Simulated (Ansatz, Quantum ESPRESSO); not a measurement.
# Ballistic transmission: vacuum gap of 6.0 Å between two K(110) faces, part 2 of 4

Wanted: the transmission near the Fermi level and the conductance of this junction: vacuum gap of 6.0 Å between two K(110) faces.

Quantum ESPRESSO 7.5; plane-wave DFT, PBE, GBRV ultrasoft pseudopotentials; cross-check by Ansatz 0.2.0 with PAW datasets.

So far. Step 2 (Self-consistent run): The run needed 19 iterations to bring the estimated error under 1e-07 Ry; the largest force on any atom, held or free, is 0.05 eV/Å.

**3. The open system**

Level of this step: transmission by pwcond, lead and junction from one cell; plane-wave DFT, PBE, GBRV ultrasoft pseudopotentials (Quantum ESPRESSO).

prefixt takes both regions from one run: the lead from 0 to bdl, the scattering region from bdl to bds (units of alat). ikind = 1 puts the same lead on both sides. The program's T_tot counts both spins in a run without spin; the tables below give T per spin.

File cond.in:

```
&inputcond
  outdir = './out'
  prefixt = 'scf'
  tran_file = 'cond.dat'
  bdl = 1.4142135625
  bds = 8.9145382292
  ikind = 1
  ewind = 4.0
  epsproj = 1e-05
  nz1 = 7
  energy0 = 0.4
  denergy = -0.4
/
21
  0.00000000 0.00000000 0.01562500
  0.00000000 0.12500000 0.03125000
  0.00000000 0.25000000 0.03125000
  0.00000000 0.37500000 0.03125000
  0.00000000 0.50000000 0.01562500
  0.12500000 0.00000000 0.06250000
  0.12500000 0.25000000 0.06250000
  0.12500000 0.37500000 0.06250000
  0.12500000 0.50000000 0.06250000
  0.25000000 0.00000000 0.06250000
  0.25000000 0.12500000 0.03125000
  0.25000000 0.37500000 0.06250000
  0.25000000 0.50000000 0.06250000
  0.25000000 0.62500000 0.03125000
  0.37500000 0.00000000 0.06250000
  0.37500000 0.12500000 0.06250000
  0.37500000 0.50000000 0.06250000
  0.37500000 0.62500000 0.06250000
  0.50000000 0.00000000 0.03125000
  0.50000000 0.12500000 0.06250000
  0.50000000 0.25000000 0.03125000
3
```

Started as:

```bash
$ OMP_NUM_THREADS=1 mpirun -n 4 pwcond.x -in cond.in > cond.out
```

What it wrote:

```text
[banner, memory and clock lines left out]
Program PWCOND v.7.5 starts

          URL

     ./out/scf.save/

     IMPORTANT: XC functional enforced from input :
     Exchange-correlation= PBE
                           (   1   4   3   4   0   0   0)
     Any further DFT definition will be discarded
     Please, verify this is what you really want

     Reading collected, re-writing distributed wavefunctions

===== INPUT FILE containing all the regions =====

     GEOMETRY:

     lattice parameter (alat)  =       9.9778  a.u.
     the volume                =    6261.5553 (a.u.)^3
     the cross section         =      70.3964 (a.u.)^2
     l of the unit cell        =       8.9145 (alat)
     number of atoms/cell      =           12
     number of atomic types    =            1

     crystal axes: (cart. coord. in units of alat)
               a(1) = (  1.0000  0.0000  0.0000 )
               a(2) = (  0.5000  0.7071  0.0000 )
               a(3) = (  0.0000  0.0000  8.9145 )

   Cartesian axes

     site n.     atom                  positions (alat units)
          1        K      tau(  1)=(  0.0000  0.0000  8.9145  )
          2        K      tau(  2)=(  0.5000  0.0000  0.7071  )
          3        K      tau(  3)=(  0.0000  0.0000  1.4142  )
          4        K      tau(  4)=(  0.5000  0.0000  2.1213  )
          5        K      tau(  5)=(  0.0000  0.0000  2.8284  )
          6        K      tau(  6)=(  0.5000  0.0000  3.5355  )
          7        K      tau(  7)=(  0.0000  0.0000  4.6719  )
          8        K      tau(  8)=(  0.5000  0.0000  5.3790  )
          9        K      tau(  9)=(  0.0000  0.0000  6.0861  )
         10        K      tau( 10)=(  0.5000  0.0000  6.7932  )
         11        K      tau( 11)=(  0.0000  0.0000  7.5003  )
         12        K      tau( 12)=(  0.5000  0.0000  8.2074  )

     nr1s                      =           45
     nr2s                      =           36
     nr3s                      =          360
     nr1sx                     =           45
     nr2sx                     =           36
     nr3sx                     =          360
     nr1                       =           45
     nr2                       =           40
     nr3                       =          405
     nr1x                      =           45
     nr2x                      =           40
     nr3x                      =          405

 _______________________________
  Radii of nonlocal spheres:

     type       ibeta     ang. mom.          radius (alat units)
       K          1         0                    0.2029
       K          2         0                    0.2029
       K          3         1                    0.2029
       K          4         1                    0.2029
       K          5         2                    0.2029
       K          6         2                    0.2029
----- General information -----

--- T calc. with identical leads (ikind=1) ---

     nrx                       =           45
     nry                       =           36
     nz1                       =            7

     energy0               =         4.0E-01
     denergy               =        -4.0E-01
     nenergy               =          3
     ecut2d                =         4.0E+01
     ewind                 =         4.0E+00
     epsproj               =         1.0E-05

     number of k_|| points=   21
                       cryst. coord.
        k(    1) = (   0.0000000   0.0000000), wk =   0.0156250
        k(    2) = (   0.0000000   0.1250000), wk =   0.0312500
        k(    3) = (   0.0000000   0.2500000), wk =   0.0312500
        k(    4) = (   0.0000000   0.3750000), wk =   0.0312500
        k(    5) = (   0.0000000   0.5000000), wk =   0.0156250
        k(    6) = (   0.1250000   0.0000000), wk =   0.0625000
        k(    7) = (   0.1250000   0.2500000), wk =   0.0625000
        k(    8) = (   0.1250000   0.3750000), wk =   0.0625000
        k(    9) = (   0.1250000   0.5000000), wk =   0.0625000
        k(   10) = (   0.2500000   0.0000000), wk =   0.0625000
        k(   11) = (   0.2500000   0.1250000), wk =   0.0312500
        k(   12) = (   0.2500000   0.3750000), wk =   0.0625000
        k(   13) = (   0.2500000   0.5000000), wk =   0.0625000
        k(   14) = (   0.2500000   0.6250000), wk =   0.0312500
        k(   15) = (   0.3750000   0.0000000), wk =   0.0625000
        k(   16) = (   0.3750000   0.1250000), wk =   0.0625000
        k(   17) = (   0.3750000   0.5000000), wk =   0.0625000
        k(   18) = (   0.3750000   0.6250000), wk =   0.0625000
        k(   19) = (   0.5000000   0.0000000), wk =   0.0312500
        k(   20) = (   0.5000000   0.1250000), wk =   0.0625000
        k(   21) = (   0.5000000   0.2500000), wk =   0.0312500
----- Information about left/right lead -----

     nocros                   =           18
     noins                    =           18
     norb                     =           54
     norbf                    =          198
     nrz                      =           57

      iorb      type   ibeta   ang. mom.   m       position (alat)
        1        1       1        0        1   taunew(   1)=(  0.0000  0.0000  0.0000)
        2        1       2        0        1   taunew(   2)=(  0.0000  0.0000  0.0000)
        3        1       3        1        1   taunew(   3)=(  0.0000  0.0000  0.0000)
        4        1       3        1        2   taunew(   4)=(  0.0000  0.0000  0.0000)
        5        1       3        1        3   taunew(   5)=(  0.0000  0.0000  0.0000)
        6        1       4        1        1   taunew(   6)=(  0.0000  0.0000  0.0000)
        7        1       4        1        2   taunew(   7)=(  0.0000  0.0000  0.0000)
        8        1       4        1        3   taunew(   8)=(  0.0000  0.0000  0.0000)
        9        1       5        2        1   taunew(   9)=(  0.0000  0.0000  0.0000)
       10        1       5        2        2   taunew(  10)=(  0.0000  0.0000  0.0000)
       11        1       5        2        3   taunew(  11)=(  0.0000  0.0000  0.0000)
       12        1       5        2        4   taunew(  12)=(  0.0000  0.0000  0.0000)
       13        1       5        2        5   taunew(  13)=(  0.0000  0.0000  0.0000)
       14        1       6        2        1   taunew(  14)=(  0.0000  0.0000  0.0000)
       15        1       6        2        2   taunew(  15)=(  0.0000  0.0000  0.0000)
       16        1       6        2        3   taunew(  16)=(  0.0000  0.0000  0.0000)
       17        1       6        2        4   taunew(  17)=(  0.0000  0.0000  0.0000)
       18        1       6        2        5   taunew(  18)=(  0.0000  0.0000  0.0000)
       19        1       1        0        1   taunew(  19)=(  0.5000  0.0000  0.7071)
[...]
151        1       4        1        2   taunew( 151)=(  0.0000  0.0000  6.0861)
      152        1       4        1        3   taunew( 152)=(  0.0000  0.0000  6.0861)
      153        1       5        2        1   taunew( 153)=(  0.0000  0.0000  6.0861)
      154        1       5        2        2   taunew( 154)=(  0.0000  0.0000  6.0861)
      155        1       5        2        3   taunew( 155)=(  0.0000  0.0000  6.0861)
      156        1       5        2        4   taunew( 156)=(  0.0000  0.0000  6.0861)
      157        1       5        2        5   taunew( 157)=(  0.0000  0.0000  6.0861)
      158        1       6        2        1   taunew( 158)=(  0.0000  0.0000  6.0861)
      159        1       6        2        2   taunew( 159)=(  0.0000  0.0000  6.0861)
      160        1       6        2        3   taunew( 160)=(  0.0000  0.0000  6.0861)
      161        1       6        2        4   taunew( 161)=(  0.0000  0.0000  6.0861)
      162        1       6        2        5   taunew( 162)=(  0.0000  0.0000  6.0861)
      163        1       1        0        1   taunew( 163)=(  0.5000  0.0000  6.7932)
      164        1       2        0        1   taunew( 164)=(  0.5000  0.0000  6.7932)
      165        1       3        1        1   taunew( 165)=(  0.5000  0.0000  6.7932)
      166        1       3        1        2   taunew( 166)=(  0.5000  0.0000  6.7932)
      167        1       3        1        3   taunew( 167)=(  0.5000  0.0000  6.7932)
      168        1       4        1        1   taunew( 168)=(  0.5000  0.0000  6.7932)
      169        1       4        1        2   taunew( 169)=(  0.5000  0.0000  6.7932)
      170        1       4        1        3   taunew( 170)=(  0.5000  0.0000  6.7932)
      171        1       5        2        1   taunew( 171)=(  0.5000  0.0000  6.7932)
      172        1       5        2        2   taunew( 172)=(  0.5000  0.0000  6.7932)
      173        1       5        2        3   taunew( 173)=(  0.5000  0.0000  6.7932)
      174        1       5        2        4   taunew( 174)=(  0.5000  0.0000  6.7932)
      175        1       5        2        5   taunew( 175)=(  0.5000  0.0000  6.7932)
      176        1       6        2        1   taunew( 176)=(  0.5000  0.0000  6.7932)
      177        1       6        2        2   taunew( 177)=(  0.5000  0.0000  6.7932)
      178        1       6        2        3   taunew( 178)=(  0.5000  0.0000  6.7932)
      179        1       6        2        4   taunew( 179)=(  0.5000  0.0000  6.7932)
      180        1       6        2        5   taunew( 180)=(  0.5000  0.0000  6.7932)
      181        1       1        0        1   taunew( 181)=(  0.0000  0.0000  7.5003)
      182        1       2        0        1   taunew( 182)=(  0.0000  0.0000  7.5003)
      183        1       3        1        1   taunew( 183)=(  0.0000  0.0000  7.5003)
      184        1       3        1        2   taunew( 184)=(  0.0000  0.0000  7.5003)
      185        1       3        1        3   taunew( 185)=(  0.0000  0.0000  7.5003)
      186        1       4        1        1   taunew( 186)=(  0.0000  0.0000  7.5003)
      187        1       4        1        2   taunew( 187)=(  0.0000  0.0000  7.5003)
      188        1       4        1        3   taunew( 188)=(  0.0000  0.0000  7.5003)
      189        1       5        2        1   taunew( 189)=(  0.0000  0.0000  7.5003)
      190        1       5        2        2   taunew( 190)=(  0.0000  0.0000  7.5003)
      191        1       5        2        3   taunew( 191)=(  0.0000  0.0000  7.5003)
      192        1       5        2        4   taunew( 192)=(  0.0000  0.0000  7.5003)
      193        1       5        2        5   taunew( 193)=(  0.0000  0.0000  7.5003)
      194        1       6        2        1   taunew( 194)=(  0.0000  0.0000  7.5003)
      195        1       6        2        2   taunew( 195)=(  0.0000  0.0000  7.5003)
      196        1       6        2        3   taunew( 196)=(  0.0000  0.0000  7.5003)
      197        1       6        2        4   taunew( 197)=(  0.0000  0.0000  7.5003)
      198        1       6        2        5   taunew( 198)=(  0.0000  0.0000  7.5003)
 ngper, shell number =          221          49
 ngper, n2d =          221         119
---  E-Ef =    0.4000000  k =    0.0000000   0.0000000
---  ie =          1  ik =          1
 Nchannels of the left tip =            1
 Right moving states:
   k1(2pi/a)   k2(2pi/a)   E-Ef (eV)
  -0.0298514   0.0000022   0.4000000
 Left moving states:
   k1(2pi/a)   k2(2pi/a)   E-Ef (eV)
   0.0298514   0.0000022   0.4000000

 to transmit
 Band j to band i transmissions and reflections:
    j         i     |T_ij|^2    |R_ij|^2

    1 -->     1     0.46474     0.53526
   Total T_j, R_j =    0.46474  0.53526

E-Ef(ev), T(x2 spins) =    0.4000000   0.9294705
---  E-Ef =    0.0000000  k =    0.0000000   0.0000000
---  ie =          2  ik =          1
 Nchannels of the left tip =            1
 Right moving states:
   k1(2pi/a)   k2(2pi/a)   E-Ef (eV)
  -0.1261070   0.0000013   0.0000000
 Left moving states:
   k1(2pi/a)   k2(2pi/a)   E-Ef (eV)
   0.1261070   0.0000013   0.0000000

 to transmit
 Band j to band i transmissions and reflections:
    j         i     |T_ij|^2    |R_ij|^2

    1 -->     1     0.74527     0.25473
   Total T_j, R_j =    0.74527  0.25473

E-Ef(ev), T(x2 spins) =    0.0000000   1.4905346
---  E-Ef =   -0.4000000  k =    0.0000000   0.0000000
---  ie =          3  ik =          1
 Nchannels of the left tip =            1
 Right moving states:
   k1(2pi/a)   k2(2pi/a)   E-Ef (eV)
  -0.2214821   0.0000005  -0.4000000
 Left moving states:
   k1(2pi/a)   k2(2pi/a)   E-Ef (eV)
   0.2214821   0.0000005  -0.4000000

 to transmit
 Band j to band i transmissions and reflections:
    j         i     |T_ij|^2    |R_ij|^2

    1 -->     1     0.65001     0.34999
   Total T_j, R_j =    0.65001  0.34999

E-Ef(ev), T(x2 spins) =   -0.4000000   1.3000242
 ngper, shell number =          222         114
 ngper, n2d =          222         119
[... further energies and points left out ...]
---  E-Ef =    0.4000000  k =    0.5000000   0.2500000
---  ie =          1  ik =         21
 Nchannels of the left tip =            1
 Right moving states:
   k1(2pi/a)   k2(2pi/a)   E-Ef (eV)
  -0.3536311   0.0000041   0.4000000
 Left moving states:
   k1(2pi/a)   k2(2pi/a)   E-Ef (eV)
   0.3536311   0.0000041   0.4000000

 to transmit
 Band j to band i transmissions and reflections:
    j         i     |T_ij|^2    |R_ij|^2

    1 -->     1     0.47481     0.52519
   Total T_j, R_j =    0.47481  0.52519

E-Ef(ev), T(x2 spins) =    0.4000000   0.9496167
---  E-Ef =    0.0000000  k =    0.5000000   0.2500000
---  ie =          2  ik =         21
 Nchannels of the left tip =            1
 Right moving states:
   k1(2pi/a)   k2(2pi/a)   E-Ef (eV)
  -0.4934688   0.0000032   0.0000000
 Left moving states:
   k1(2pi/a)   k2(2pi/a)   E-Ef (eV)
   0.4934688   0.0000032   0.0000000

 to transmit
 Band j to band i transmissions and reflections:
    j         i     |T_ij|^2    |R_ij|^2

    1 -->     1     0.29960     0.70040
   Total T_j, R_j =    0.29960  0.70040

E-Ef(ev), T(x2 spins) =    0.0000000   0.5992099
---  E-Ef =   -0.4000000  k =    0.5000000   0.2500000
---  ie =          3  ik =         21
 Nchannels of the left tip =            1
 Right moving states:
   k1(2pi/a)   k2(2pi/a)   E-Ef (eV)
   0.3212666   0.0000026  -0.4000000
 Left moving states:
   k1(2pi/a)   k2(2pi/a)   E-Ef (eV)
  -0.3212666   0.0000026  -0.4000000

 to transmit
 Band j to band i transmissions and reflections:
    j         i     |T_ij|^2    |R_ij|^2

    1 -->     1     0.14403     0.85597
   Total T_j, R_j =    0.14403  0.85597

E-Ef(ev), T(x2 spins) =   -0.4000000   0.2880626
   T_tot     0.40000      0.10240E+01
   T_tot     0.00000      0.71879E+00
   T_tot    -0.40000      0.47791E+00

Note: The following floating-point exceptions are signalling: IEEE_UNDERFLOW_FLAG
Note: The following floating-point exceptions are signalling: IEEE_UNDERFLOW_FLAG
Note: The following floating-point exceptions are signalling: IEEE_UNDERFLOW_FLAG
Note: The following floating-point exceptions are signalling: IEEE_UNDERFLOW_FLAG
```

Wall time 5 min (4 MPI ranks of Arm Neoverse V1, shared host); peak memory 0.4 GiB.

This step gave:

| Item | Value |
| --- | --- |
| lead channels at the Fermi level, one spin | 0.8594 |
| transmission at the Fermi level, one spin | 0.3594 |
| conductance | 0.3594 G₀ |

Per spin; mean over the k mesh across the current. Open channels, zone mean against energy, zero at the Fermi level:

```tsv
energy (eV)	open channels, zone mean
-0.400	0.672
0.000	0.859
0.400	0.984
```

Per spin; mean over the k mesh across the current. The transmission, zone mean by energy, zero at the Fermi level:

```tsv
energy (eV)	transmission, zone mean
-0.400	0.239
0.000	0.359
0.400	0.512
```

At 0.000 eV; k in fractions of b1, b2. Transmission by k point:

```tsv
k1	k2	weight	t	channels
0	0	0.01562	0.7453	1
0	0.125	0.03125	0.7528	1
0	0.25	0.03125	0.6002	1
0	0.375	0.03125	0.2426	1
0	0.5	0.01562	0	0
0.125	0	0.0625	0.7544	1
0.125	0.25	0.0625	0.6829	1
0.125	0.375	0.0625	0.367	1
0.125	0.5	0.0625	0	0
0.25	0	0.0625	0.6661	1
0.25	0.125	0.03125	0.7203	1
0.25	0.375	0.0625	0.4371	1
0.25	0.5	0.0625	0.07754	1
0.25	0.625	0.03125	0	0
0.375	0	0.0625	0.372	1
0.375	0.125	0.0625	0.5442	1
0.375	0.5	0.0625	0.1008	1
0.375	0.625	0.0625	0	0
0.5	0	0.03125	0.01788	2
0.5	0.125	0.0625	0.2454	1
0.5	0.25	0.03125	0.2996	1
```

The program's own clock; routines nest. Time by routine:

```tsv
routine	wall time (s)	calls
PWCOND	300.7	1
scatter_forw	224.4	126
local	52.37	21
compbs	19.2	63
compbs_2	16.06	63
init	1.07	1
poten	0.13	1
```

At no point does T exceed the number of channels.

[end of part 2 of 4]

[Logs are printed without paths, hosts, clocks, repeated set-up lines and the standing remarks that a program may print on its own settings, such as how far it seeks lower states.]

[Hosts, paths, dates, database ids (printed as entryN), source tags and the programs' standing remarks are cut or masked in the printed files.]

[Maps of the electrostatic potential energy from Ansatz leave out the sawtooth potential of an applied field or a dipole correction, so their vacuum need not be flat; planar profiles and work functions include it.]
